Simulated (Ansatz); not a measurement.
Rows from a G0W0 calculation on Ge2H (hydrogen-terminated (001) film, symmetric dihydride, 8 layers) (Ansatz 0.2.0; G0W0 on PBEsol, plane waves, PAW; PAW set soft_1; 4×4×1 mesh, 444 empty bands, screening to 41 eV, PAW set soft_1 files), in eV. Spin-orbit coupling is left out.

```csv
row,k,band,start,Σx,Σc at the solution,Vxc
A,Γ,v3,-5.467,-14.970,1.105,-14.110
B,Γ,c1,-3.522,-10.928,-3.162,-14.851
C,Γ,c2,-3.373,-7.656,-3.487,-11.518
D,Γ,v1,-4.526,-15.568,1.431,-14.175
E,Γ,c3,-3.354,-7.447,-3.507,-11.304
F,Γ,v2,-4.537,-15.229,1.272,-14.050
```

**Question.** Give the quasiparticle energies and the shift of each level.

The quasiparticle equation reads E = start + Σx + Σc(E) − Vxc.

```
row  E (eV)  shift (eV)
  A  -5.223      +0.244
  B  -2.760      +0.761
  C  -2.998      +0.375
  D  -4.488      +0.037
  E  -3.004      +0.349
  F  -4.444      +0.093
```

The gap over the computed points goes from 1.00 eV to 1.44 eV.

Limits: not at the basis limit; coarse mesh for a sheet; no spin-orbit coupling.

[Paths, hosts, dates, memory and timing lines, banners, echoed tables and standing remarks are left out of the program output.]

[Logs are printed without paths, hosts, clocks, repeated set-up lines and the standing remarks that a program may print on its own settings, such as how far it seeks lower states.]

[Runs of the session that timed out or met a known fault of the program may be left out.]

[Cells called generated may have been cut or substituted from an entry of the Crystallography Open Database or the Materials Project.]

[Hosts, paths, dates, database ids (printed as entryN), source tags and the programs' standing remarks are cut or masked in the printed files.]
